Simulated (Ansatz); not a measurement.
Rows from a G0W0 calculation on As (buckled honeycomb monolayer) (Ansatz 0.2.0; G0W0 on PBEsol, plane waves, PAW; PAW set soft_1; 3×3×1 mesh, 254 empty bands, screening to 54 eV, PAW set soft_1 files), in eV. Spin-orbit coupling is left out.

```
row                      k  band   start       Σx  Σc at the solution      Vxc
  A                      Γ    c2  -1.478   -9.745              -4.070  -14.391
  B  (0.000, 0.333, 0.000)    v1  -5.940  -15.374               1.804  -13.431
  C  (0.000, 0.333, 0.000)    c1  -3.571   -7.817              -3.640  -11.823
  D  (0.000, 0.333, 0.000)    c2  -1.308   -7.022              -4.154  -11.502
  E                      Γ    c1  -2.972   -9.196              -4.207  -14.061
  F                      Γ    v1  -5.005  -17.146               1.859  -15.239
```

Question: Work out each quasiparticle level and how far it moved.

The quasiparticle equation reads E = start + Σx + Σc(E) − Vxc.

```
row  E (eV)  shift (eV)
  A  -0.903      +0.575
  B  -6.078      −0.138
  C  -3.205      +0.365
  D  -0.983      +0.325
  E  -2.314      +0.659
  F  -5.053      −0.048
```

Limits: short of the basis limit; coarse mesh for a sheet; no spin-orbit coupling.

[Long decimals in the printed logs are rounded to 6 places.]

[Logs are printed without paths, hosts, clocks, repeated set-up lines and the standing remarks that a program may print on its own settings, such as how far it seeks lower states.]

[Paths, hosts, dates, memory and timing lines, banners, echoed tables and standing remarks are left out of the program output; an Ansatz launch command may be rebuilt from the run's recorded settings. Measured values are a selection of at most five: reports struck by readers or far from the other reports are left out. None is set beside runs whose start may be inverted or whose files or cutoffs have a known fault.]

[Runs of the session that timed out or met a known fault of the program may be left out.]

[Cells called generated may have been cut or substituted from an entry of the Crystallography Open Database or the Materials Project.]

[Hosts, paths, dates, database ids (printed as entryN), source tags and the programs' standing remarks are cut or masked in the printed files.]

[Where the starting crystal was built by hand or by swapping elements, it need not be the compound's stable phase.]
